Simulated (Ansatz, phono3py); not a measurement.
# Heat carried by phonons in NaCl (Fm-3m), part 3 of 4

How well does the lattice of NaCl conduct heat?

Measurements to reproduce:
- thermal conductivity 7.1 W/m/K near room temperature (given in “Combining the AFLOW GIBBS and Elastic Libraries to efficiently and robustly screen thermo-mechanical properties of solids”, 2017, arXiv:1611.05714)
- thermal conductivity 7.1 W/m/K near room temperature (given in “Predicting the lattice thermal conductivity of solids by solving the Boltzmann transport equation: AFLOW - AAPL an automated, accurate and efficient framework”, 2017, arXiv:1611.05481)

Ansatz 0.2.0; DFT LDA, scalar-relativistic, plane waves, PAW; PAW set soft_1.

So far, κ at 300 K (relaxation time) (W/m/K): step 7 (third-order constants on small settings) 12.6. Also highest frequency (cm⁻¹): step 7 270. The relaxed cell has a = 5.464 Å (conventional setting).

The database entry behind the starting cell differs from later determinations by our own check (an axis about 0.4 % short against later determinations), so it need not match the best structure at ambient conditions.

## Step 8: Third-order constants and the Boltzmann equation, k-mesh 6×6×6, third order supercell 3×3×3

Pairs of atoms inside the cutoff are displaced in a supercell, the forces give the cubic constants, and these give the three-phonon rates of the Boltzmann equation.

input.yaml

```yaml
crystal:
  lattice:
    - [0.0, 2.7322376539, 2.7322376539]
    - [2.7322376539, 0.0, 2.7322376539]
    - [2.7322376539, 2.7322376539, 0.0]
  atoms:
    - { symbol: Na, position: [0.0, 0.0, 0.0] }
    - { symbol: Cl, position: [0.5, 0.5, 0.5] }
kpoints:
  mp_grid: { grid: [6, 6, 6] }
hamiltonian:
  xc: lda
  pseudopotentials: { kind: paw, azcp: { folder: soft_1 }, xc_functional: pbe }
scf:
  occupations: { method: fixed }
  lower_state_search: "off"
output:
  eigenvalues: true
phonons:
  method: fd
  dielectric: true
  qmesh: [6, 6, 6]
  temperatures: { t_max: 1000, t_step: 50 }
  qpath:
    path:
      - [[0.0, 0.0, 0.0], [0.5, 0.0, 0.5], [0.625, 0.25, 0.625]]
      - [[0.375, 0.375, 0.75], [0.0, 0.0, 0.0], [0.5, 0.5, 0.5], [0.5, 0.25, 0.75], [0.5, 0.0, 0.5]]
    npoints: 10
  third_order: { supercell: [3, 3, 3], pair_cutoff: 4.014 }
  lattice_thermal_conductivity:
    qmesh: [19, 19, 19]
    temperatures: [50.0, 100.0, 150.0, 200.0, 300.0, 400.0, 500.0, 600.0, 800.0]
    isotope_mass_variance:
      - { species: Cl, variance: 0.0005827 }
      - { species: Na, variance: 0.0 }
```

Started as:

```console
$ ansatz run input.yaml --threads 8 --pin off --max-ram 19456MiB --backend cpu --events-out ev --progress --plain --runs-dir out
```

Numbers of over 12 decimals in the logs are rounded to 6 here.

What it wrote:

```text
[...]
Warning: phonons.third_order: as it is cut ahead of every solve, the batch solves 75 displaced supercells where 50 would do. It runs under 48 of the 1296 operations that the crystal's space group holds on the batch's supercell: the run's FFT boxes carry no more. The force constants lose no accuracy. For the smaller batch, try basis.xc_grid above 1 where it is 1, a denser FFT box (accuracy: high where it is lower, or a larger basis.ecutrho_ratio), or the same crystal shifted so that one of its atoms lies at the cell's origin: each can bring back operations that the batch needs, and none is sure to; [rest of the remark cut]
[...]
Crystal: 12 atoms, lattice volume = 244.758 Å³
Basis set: ecut = 420 eV, 4829 PW (Γ), FFT grids on a1, −a1+a2+a3, −a1+a3
Bands: 60, of which v1, the nominal top of the filled ones, is band 48 counted from 1 (47 counted from 0)
Symmetry: 24 space group operations
k-points: 16 of 36
[...]
SCF iter   1: F=—  HF=-15086.000363 eV  |F-HF|=—  |Δ(HF+E_count)|=         —  Δρ=4.94e-8  dr2=3.04e-12  ethr=1.00e-12  ⟨swp⟩=3.0  Hψ=2441  notcnv=0
[...]
SCF iter   2: F=-15086.000363 eV  HF=-15086.000363 eV  |F-HF|=0.00e0  |Δ(HF+E_count)|=  1.82e-12  Δρ=2.10e-8  dr2=5.40e-13  ethr=1.00e-12  ⟨swp⟩=3.0  Hψ=2088  notcnv=0
SCF 1 converged in 2 iterations: F = -15086.000363 eV  dr2 = 5.40e-13
[...]
Crystal: 2 atoms, lattice volume = 40.793 Å³
Basis set: ecut = 420 eV, 821 PW (Γ), exchange–correlation on 54×54×54 points (8 copies of the dense FFT grid, shifted against one another)
Bands: 12, of which v1, the nominal top of the filled ones, is band 8 counted from 1 (7 counted from 0)
Symmetry: 48 space group operations
k-points: 30 of 216 (irreducible under 8 space group operations, time reversal used)
[...]
SCF iter   4: F=-2514.333394 eV  HF=-2514.333394 eV  |F-HF|=1.96e-11  |Δ(HF+E_count)|=  2.46e-11  Δρ=7.53e-7  dr2=5.92e-11  ethr=1.00e-12  ⟨swp⟩=5.5  Hψ=1439  notcnv=0
SCF 2 converged in 4 iterations: F = -2514.333394 eV  dr2 = 5.92e-11
[...]
NSCF: frozen V_eff on 2 k-points
[...]
Symmetry: 2 space group operations
k-points: 16 of 36 (time reversal used)
[...]
SCF iter   7: F=-15086.000355 eV  HF=-15086.000355 eV  |F-HF|=3.64e-12  |Δ(HF+E_count)|=  1.82e-12  Δρ=1.42e-8  dr2=5.75e-13  ethr=1.00e-12  ⟨swp⟩=6.0  Hψ=3958  notcnv=0
SCF 3 converged in 7 iterations: F = -15086.000355 eV  dr2 = 5.75e-13
[...]
Symmetry: 1 space group operations
k-points: 20 of 36 (time reversal used)
[...]
SCF iter   6: F=-15086.000355 eV  HF=-15086.000355 eV  |F-HF|=9.09e-12  |Δ(HF+E_count)|=  1.46e-11  Δρ=4.40e-8  dr2=5.09e-12  ethr=1.00e-12  ⟨swp⟩=6.9  Hψ=5339  notcnv=0
SCF 4 converged in 6 iterations: F = -15086.000355 eV  dr2 = 5.09e-12
[...]
SCF iter   6: F=-15086.000354 eV  HF=-15086.000354 eV  |F-HF|=3.64e-12  |Δ(HF+E_count)|=  7.28e-12  Δρ=3.31e-8  dr2=3.13e-12  ethr=1.00e-12  ⟨swp⟩=6.0  Hψ=4216  notcnv=0
SCF 5 converged in 6 iterations: F = -15086.000354 eV  dr2 = 3.13e-12
[...]
SCF iter   3: F=-15086.000354 eV  HF=-15086.000354 eV  |F-HF|=1.82e-12  |Δ(HF+E_count)|=  5.46e-12  Δρ=3.82e-8  dr2=9.24e-13  ethr=1.00e-12  ⟨swp⟩=5.9  Hψ=3895  notcnv=0
SCF 6 converged in 3 iterations: F = -15086.000354 eV  dr2 = 9.24e-13
[...]
SCF iter   6: F=-15086.000355 eV  HF=-15086.000355 eV  |F-HF|=3.64e-12  |Δ(HF+E_count)|=  5.46e-12  Δρ=3.18e-8  dr2=3.55e-12  ethr=1.00e-12  ⟨swp⟩=6.0  Hψ=5480  notcnv=0
SCF 7 converged in 6 iterations: F = -15086.000355 eV  dr2 = 3.55e-12
[...]
SCF iter   3: F=-15086.000355 eV  HF=-15086.000355 eV  |F-HF|=1.82e-12  |Δ(HF+E_count)|=  3.64e-12  Δρ=3.39e-8  dr2=8.40e-13  ethr=1.00e-12  ⟨swp⟩=6.0  Hψ=4823  notcnv=0
SCF 8 converged in 3 iterations: F = -15086.000355 eV  dr2 = 8.40e-13
Basis set: ecut = 420 eV, 4821 PW (Γ), FFT grids on a1, a2, −3a1−3a2+a3
SCF iter   1: F=—  HF=-15086.000363 eV  |F-HF|=—  |Δ(HF+E_count)|=         —  Δρ=4.55e-8  dr2=2.56e-12  ethr=1.00e-12  ⟨swp⟩=3.0  Hψ=2390  notcnv=0
[...]
SCF iter   2: F=-15086.000363 eV  HF=-15086.000363 eV  |F-HF|=0.00e0  |Δ(HF+E_count)|=  3.64e-12  Δρ=1.95e-8  dr2=4.66e-13  ethr=1.00e-12  ⟨swp⟩=3.0  Hψ=2088  notcnv=0
SCF 9 converged in 2 iterations: F = -15086.000363 eV  dr2 = 4.66e-13
[...]
SCF iter   7: F=-15086.000355 eV  HF=-15086.000355 eV  |F-HF|=0.00e0  |Δ(HF+E_count)|=  9.09e-12  Δρ=2.62e-8  dr2=2.40e-12  ethr=1.00e-12  ⟨swp⟩=6.3  Hψ=5011  notcnv=0
SCF 10 converged in 7 iterations: F = -15086.000355 eV  dr2 = 2.40e-12
[...]
SCF iter   6: F=-15086.000354 eV  HF=-15086.000354 eV  |F-HF|=5.46e-12  |Δ(HF+E_count)|=  5.46e-12  Δρ=4.98e-8  dr2=4.39e-12  ethr=1.00e-12  ⟨swp⟩=6.0  Hψ=5480  notcnv=0
[...]
SCF iter   1: F=—  HF=-67886.997995 eV  |F-HF|=—  |Δ(HF+E_count)|=         —  Δρ=2.35e-4  dr2=3.72e-4  ethr=7.22e-7  ⟨swp⟩=3.1  Hψ=7357  notcnv=0  defer=416
[...]
SCF iter   7: F=-67886.999009 eV  HF=-67886.999009 eV  |F-HF|=4.37e-11  |Δ(HF+E_count)|=  6.55e-10  Δρ=5.64e-8  dr2=5.37e-11  ethr=1.00e-12  ⟨swp⟩=4.0  Hψ=6296  notcnv=0
SCF 125 converged in 7 iterations: F = -67886.999009 eV  dr2 = 5.37e-11
[...]
SCF iter   7: F=-67886.998947 eV  HF=-67886.998947 eV  |F-HF|=1.46e-11  |Δ(HF+E_count)|=  8.44e-10  Δρ=5.00e-8  dr2=4.88e-11  ethr=1.00e-12  ⟨swp⟩=4.0  Hψ=6296  notcnv=0
SCF 126 converged in 7 iterations: F = -67886.998947 eV  dr2 = 4.88e-11
[...]
SCF iter   7: F=-67886.999018 eV  HF=-67886.999018 eV  |F-HF|=2.91e-11  |Δ(HF+E_count)|=  5.53e-10  Δρ=4.28e-8  dr2=2.52e-11  ethr=1.00e-12  ⟨swp⟩=4.0  Hψ=6296  notcnv=0
SCF 127 converged in 7 iterations: F = -67886.999018 eV  dr2 = 2.52e-11
[...]
SCF iter   7: F=-67886.998940 eV  HF=-67886.998940 eV  |F-HF|=1.46e-11  |Δ(HF+E_count)|=  7.28e-10  Δρ=4.56e-8  dr2=2.18e-11  ethr=1.00e-12  ⟨swp⟩=4.0  Hψ=6296  notcnv=0
SCF 128 converged in 7 iterations: F = -67886.998940 eV  dr2 = 2.18e-11
[...]
SCF iter   7: F=-67886.999014 eV  HF=-67886.999014 eV  |F-HF|=5.82e-11  |Δ(HF+E_count)|=  6.84e-10  Δρ=7.45e-8  dr2=1.11e-10  ethr=1.00e-12  ⟨swp⟩=4.0  Hψ=6296  notcnv=0
SCF 129 converged in 7 iterations: F = -67886.999014 eV  dr2 = 1.11e-10
[...]
SCF iter   7: F=-67886.998940 eV  HF=-67886.998940 eV  |F-HF|=5.82e-11  |Δ(HF+E_count)|=  8.88e-10  Δρ=6.27e-8  dr2=8.55e-11  ethr=1.00e-12  ⟨swp⟩=4.0  Hψ=6296  notcnv=0
SCF 130 converged in 7 iterations: F = -67886.998940 eV  dr2 = 8.55e-11
SCF converged after 2 iterations
Free energy (F): -15086.000363 eV
[...]
Internal energy: -15086.000363 eV  (E = F + TS)
E sigma→0 (E₀):  -15086.000363 eV
Fermi energy:    1.567295 eV
[...]
--- Band table (eV; the first three rows and the last of 16) ---
  k-point 0: bands = [... 44 lower, 1.3131, 1.5673, 1.5673, 1.5673, 6.6432, 8.5246, 8.5246, 8.9753, ... 8 higher]
  k-point 1: bands = [... 44 lower, 1.3131, 1.3650, 1.3650, 1.4089, 7.8420, 8.5246, 8.6022, 9.2331, ... 8 higher]
  k-point 2: bands = [... 44 lower, 1.4793, 1.4793, 1.4793, 1.4793, 7.5352, 7.5352, 8.6045, 8.6045, ... 8 higher]
  k-point 15: bands = [... 44 lower, 1.0417, 1.0417, 1.1301, 1.1301, 9.2912, 9.2912, 9.9159, 9.9159, ... 8 higher]
[...]
ASR residual: 6.372e-4 → 0.000e0 eV/Å²; symmetrization residual: 3.097e-4 eV/Å²
  largest component of a force at the reference: 4.4e-24 eV/Å
  ASR residual per site (eV/Å²): 6.37e-4 1.93e-4
  Γ frequencies (cm⁻¹): 0.00 0.00 0.00 188.32 188.32 188.32
[...]
ε∞ (high-frequency dielectric tensor):
        2.665498    -0.000000     0.000000
        0.000000     2.665498    -0.000000
        0.000000     0.000000     2.665498
[...]
Born effective charges Z* (e; rows j = field, columns β = displacement):
    site 0:
         1.07147    0.00000   -0.00000
         0.00000    1.07147    0.00000
         0.00000   -0.00000    1.07147
    site 1:
        -1.07147   -0.00000    0.00000
         0.00000   -1.07147   -0.00000
         0.00000    0.00000   -1.07147
  Z* charge neutrality: 3.557e-5 e pre-enforcement
[...]
optical modes at Γ without the LO–TO term, one row a degenerate level:
      ω (cm⁻¹)  modes    IR ((D/Å)²/amu)
        188.32      3             5.6977
  optical modes at Γ + LO–TO along q̂ = [1.0000, 0.0000, 0.0000]:
      ω (cm⁻¹)  modes    IR ((D/Å)²/amu)
        188.32      2             3.7985
        269.66      1             1.8992
  optical modes at Γ + LO–TO along q̂ = [0.0000, 1.0000, 0.0000]:
      ω (cm⁻¹)  modes    IR ((D/Å)²/amu)
        188.32      2             3.7985
        269.66      1             1.8992
  optical modes at Γ + LO–TO along q̂ = [0.0000, 0.0000, 1.0000]:
      ω (cm⁻¹)  modes    IR ((D/Å)²/amu)
        188.32      2             3.7985
        269.66      1             1.8992
--- Phonons (by wavevector): 16 wavevectors in 10 supercells ---
[...]
joined force constants: q→R imaginary residual 1.28e-18
[...]
50.00           69.4757         78.2636           8          converged          5.506e-1
      100.00           28.8705         33.5828           9          converged          5.313e-1
      150.00           19.1273         22.5006           9          converged          5.195e-1
      200.00           14.4583         17.1002           9          converged          5.125e-1
      300.00            9.8007         11.6482           9          converged          5.049e-1
      400.00            7.4549          8.8763           9          converged          5.008e-1
      500.00            6.0391          7.1942           9          converged          4.983e-1
      600.00            5.0916          6.0646           9          converged          4.966e-1
      800.00            3.9037          4.6435           9          converged          4.944e-1
```

Wall time 16 min (8 threads of Arm Neoverse V2, shared host); peak memory 8.4 GiB.

Numbers from this step:

* zero-point energy: 0.05773 eV/cell
* highest frequency: 269.7 cm⁻¹
* κ at 300 K (relaxation time): 9.801 W/m/K
* κ at 300 K (full solution): 11.65 W/m/K
* mean free path at half of κ: 13.8 nm
* share of κ above the three lowest branches: 0.102
* third-order blocks: 350
* periodic aliases dropped: 24
* largest relative sum-rule correction: 0.1099
* displaced cells, third order: 75

LO-TO term included. Phonon branches along the path, in cm⁻¹:

```csv
point,branch 1,branch 2,branch 3,branch 4,branch 5,branch 6
Γ,0,0,0,188,188,270
halfway,61,61,148,193,193,214
X,82,82,136,198,198,210
halfway,88,99,133,194,198,209
U,103,125,134,182,198,206
jump to K,103,125,134,182,198,206
halfway,73,105,136,164,194,238
Γ,0,0,0,188,188,270
halfway,79,79,114,178,178,257
L,129,129,153,153,182,229
halfway,119,125,153,170,194,207
W,115,115,148,170,204,204
halfway,94,111,131,190,200,208
X,82,82,136,198,198,210
```

The phonon branches as a text plot (rows in cm⁻¹):

```
    264 |***                        ********
    253 |   *                    ***        **
    242 |                       *             **
    230 |    **                                 ***
    219 |      *               *                   **
    208 |           ******** **                      *** ********
    197 |    ***********************                  ***   *****
    185 |****    *      ***         ********     *****      **
    174 |        *         **    ***        **  *     ******
    163 |       *           *** *             **    **
    152 |      *  **       * ***              * ***********
    140 |           ***         *                          *   **
    129 |              **** ***              *  *******     ***
    118 |    **            *   * *          *  *     ******* *
    107 |               * * *   *             *            ** *
     96 |   *          ***   **            * *               *
     84 |           ****       * ***                          ***
     73 |       ****            *         * *
     62 |  *   *                 ****      *
     51 |    **                   **     **
     39 |   *                       *
     28 | **                        **  **
     17 | *                          *  *
      6 |*                            **
         Γ           X  U|K            Γ         L        W     X
```

W/m/K. Kappa, by row:

```csv
T (K),RTA xx,RTA yy,RTA zz,full xx,full yy,full zz,coherence part xx,coherence part yy,coherence part zz,ending,iterations,least Ritz value
50,69.48,69.48,69.48,78.26,78.26,78.26,0.007051,0.007051,0.007051,converged,8,0.551
100,28.87,28.87,28.87,33.58,33.58,33.58,0.03669,0.03669,0.03669,converged,9,0.531
150,19.13,19.13,19.13,22.5,22.5,22.5,0.06326,0.06326,0.06326,converged,9,0.52
200,14.46,14.46,14.46,17.1,17.1,17.1,0.0844,0.0844,0.0844,converged,9,0.513
300,9.801,9.801,9.801,11.65,11.65,11.65,0.1167,0.1167,0.1167,converged,9,0.505
400,7.455,7.455,7.455,8.876,8.876,8.876,0.141,0.141,0.141,converged,9,0.501
500,6.039,6.039,6.039,7.194,7.194,7.194,0.1603,0.1603,0.1603,converged,9,0.498
600,5.092,5.092,5.092,6.065,6.065,6.065,0.1762,0.1762,0.1762,converged,9,0.497
800,3.904,3.904,3.904,4.644,4.644,4.644,0.2009,0.2009,0.2009,converged,9,0.494
```

Lattice thermal conductivity against temperature:

```csv
temperature (K),RTA xx (W/m/K),full xx (W/m/K)
50,69.5,78.3
100,28.9,33.6
150,19.1,22.5
200,14.5,17.1
300,9.80,11.7
400,7.46,8.88
500,6.04,7.19
600,5.09,6.07
800,3.90,4.64
```

The modes has structure finer than the step of the table below, so its rows give means over 10 cm⁻¹, whole bins alone (the curve runs from -10 to 287 cm⁻¹). Peaks (cm⁻¹: height): Cl 130.1: 0.0368, 152.5: 0.0249, 199.2: 0.0296; Na 113.3: 0.0137, 152.5: 0.0238, 197.3: 0.0452.

Phonopy on the run's constants, 17x17x17 mesh, Gaussian sigma 2.1 cm⁻¹. The modes by wavenumber; means over each step; values in 1/cm⁻¹/cell:

```csv
wavenumber (cm⁻¹),Cl,Na
0,3.5e-5,2.4e-5
10,4.6e-5,3.0e-5
20,4.2e-4,2.7e-4
30,9.8e-4,6.3e-4
40,0.00149,9.6e-4
50,0.00288,0.00186
60,0.00444,0.00293
70,0.00705,0.00468
80,0.0120,0.00812
90,0.0154,0.0104
100,0.0186,0.0119
110,0.0214,0.0127
120,0.0245,0.0124
130,0.0312,0.0116
140,0.0157,0.00884
150,0.0227,0.0184
160,0.0130,0.0126
170,0.0158,0.0219
180,0.0194,0.0278
190,0.0264,0.0367
200,0.0270,0.0436
210,0.00821,0.0201
220,0.00263,0.0109
230,0.00257,0.00850
240,0.00234,0.00549
250,0.00197,0.00383
260,0.00139,0.00238
270,3.3e-4,5.3e-4
280,4.0e-7,4.0e-7
```

Distinct triplets, nearest first. Third order norms, by row:

```csv
sites,side 1 (Å),side 2 (Å),side 3 (Å),norm of the 27 components (eV/Å³)
Na-Na-Na,0,0,0,0
Cl-Cl-Cl,0,0,0,0
Na-Cl-Cl,0,2.73,2.73,5.617
Na-Cl-Na,0,2.73,2.73,5.596
Na-Cl-Cl,2.73,2.73,3.86,0.056
Na-Cl-Na,2.73,2.73,3.86,0.085
Na-Na-Na,0,3.86,3.86,0.31
Na-Na-Na,3.86,3.86,3.86,0.004
Cl-Cl-Cl,0,3.86,3.86,0.543
Cl-Cl-Cl,3.86,3.86,3.86,0.059
```

Born charge (rows field, columns displacement) (e), principal values of the symmetric part by kind of site:

```csv
atom,atoms with these values,low,middle,high,mean
Na1,1,1.07,1.07,1.07,1.07
Cl2,1,-1.07,-1.07,-1.07,-1.07
```

In full for Cl2:

```
-1.07  0.00  0.00
 0.00 -1.07  0.00
 0.00  0.00 -1.07
```

RTA, 300 K. Kappa by branch, by row:

```csv
branch (by rank),mean frequency (THz),mean rms speed (km/s),median lifetime (ps),share of kappa
1,2.79,1.82,5.15,0.331
2,3.29,2.25,3.09,0.281
3,4.26,2.09,3.72,0.286
4,5.3,1.3,2.82,0.054
5,5.75,0.84,2.95,0.025
6,6.53,1.37,0.925,0.022
```

The spectral kappa at 300 K by frequency; read off at these points; values in W/m/K/THz:

```csv
frequency (THz),relaxation time (W/m/K/THz),full solution (W/m/K/THz)
0.10,0,0
0.30,0,0
0.50,2.51,2.50
0.70,2.05,2.06
0.90,2.25,2.28
1.30,1.81,1.98
1.50,1.18,1.39
1.70,1.06,1.36
2.10,1.30,1.63
2.30,1.49,1.83
2.50,2.18,2.57
2.90,2.38,2.70
3.10,2.54,2.95
3.50,2.85,3.23
3.70,2.62,2.93
3.90,2.26,2.63
4.30,2.22,2.73
4.50,1.97,2.38
4.70,0.878,1.09
5.10,0.665,0.978
5.30,0.890,1.43
5.50,0.898,1.52
5.70,0.674,1.21
5.90,0.296,0.550
6.10,0.275,0.323
6.50,0.162,0.176
6.70,0.146,0.189
6.90,0.107,0.202
7.30,0.0298,0.0831
7.50,0.0249,0.0727
7.90,0.00285,0.00850
8.10,1.1e-4,6.0e-4
```

Relaxation-time solution. The share of κ carried by shorter paths by mean free path:

```csv
mean free path (nm),50 K,300 K,800 K
0.316,0,0,0.002
0.464,0,0,0.007
1,0,0.003,0.032
1.47,0,0.01,0.082
3.16,0,0.044,0.282
4.64,0,0.119,0.453
6.81,0.001,0.219,0.653
14.7,0.003,0.541,0.827
21.5,0.008,0.698,0.845
31.6,0.015,0.793,0.853
68.1,0.07,0.839,0.877
100,0.154,0.851,0.891
215,0.371,0.871,0.945
316,0.473,0.924,0.954
464,0.527,0.924,1
1000,0.684,0.952,1
1470,0.705,1,1
2150,0.739,1,1
4640,0.812,1,1
6810,0.854,1,1
14700,0.936,1,1
21500,1,1,1
```

[end of part 3 of 4]

[Logs are printed without paths, hosts, clocks, repeated set-up lines and the standing remarks that a program may print on its own settings, such as how far it seeks lower states.]

[Hosts, paths, dates, database ids (printed as entryN), source tags and the programs' standing remarks are cut or masked in the printed files.]

[A step with changed settings may run another functional than the one named; its input shows which.]
